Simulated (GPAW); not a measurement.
**GaBi (honeycomb monolayer): G0W0 with GPAW, start to end**

The cell holds 2 atoms: 1 Ga and 1 Bi. Cell: a = 4.394 Å, b = 4.394 Å, c = 11.400 Å, α = 90.0°, β = 90.0°, γ = 120.0°. Vacuum lies along c.

```yaml
method: DFT, LDA, plane waves, PAW (and 1 further level or step)
program: GPAW 26.7.0
settings_of_one_run: cutoff 550 eV, GPAW PAW setups 1.2.1 data release, 6×6×1 k-mesh
cost: 4 runs, 4.3 min in all on 4 MPI ranks of Arm Neoverse V1, shared host (the runs of this entry)
notes: Values taken over the cell’s volume include its vacuum. The start is a generated structure, not a measured one. Limits: no spin-orbit coupling. Bands and cutoff are finite, so the gap is not at the basis limit. The miss can reach some tenths of an eV and take either sign; the mesh is an error of its own. With atoms this heavy and so narrow a gap, spin-orbit coupling can invert the bands. These scalar-relativistic gaps are then model values, not to be set against experiment, and a spin-orbit change taken from DFT can’t simply be added.
lda_gap: 0.20 eV, direct
g0w0_gap_on_the_mesh: 0.76 eV
gw_settings: 6×6×1 mesh, 143 bands, screening to 48 eV, full frequency, Hilbert transform
known_limits: not at the basis limit; model gap, bands may invert with spin-orbit coupling; no spin-orbit coupling
```

G0W0 moves the gap on the mesh from 0.20 eV to 0.76 eV (+0.56 eV), with Z of 0.67 and 0.66 at the edges. Only 1 of the mesh's irreducible points was corrected, so a valley elsewhere could overtake.

[Paths, hosts, dates, memory and timing lines, banners, echoed tables and standing remarks are left out of the program output.]

[Logs are printed without paths, hosts, clocks, repeated set-up lines and the standing remarks that a program may print on its own settings, such as how far it seeks lower states.]

[Runs of the session that timed out or met a known fault of the program may be left out.]

[Hosts, paths, dates, database ids (printed as entryN), source tags and the programs' standing remarks are cut or masked in the printed files.]
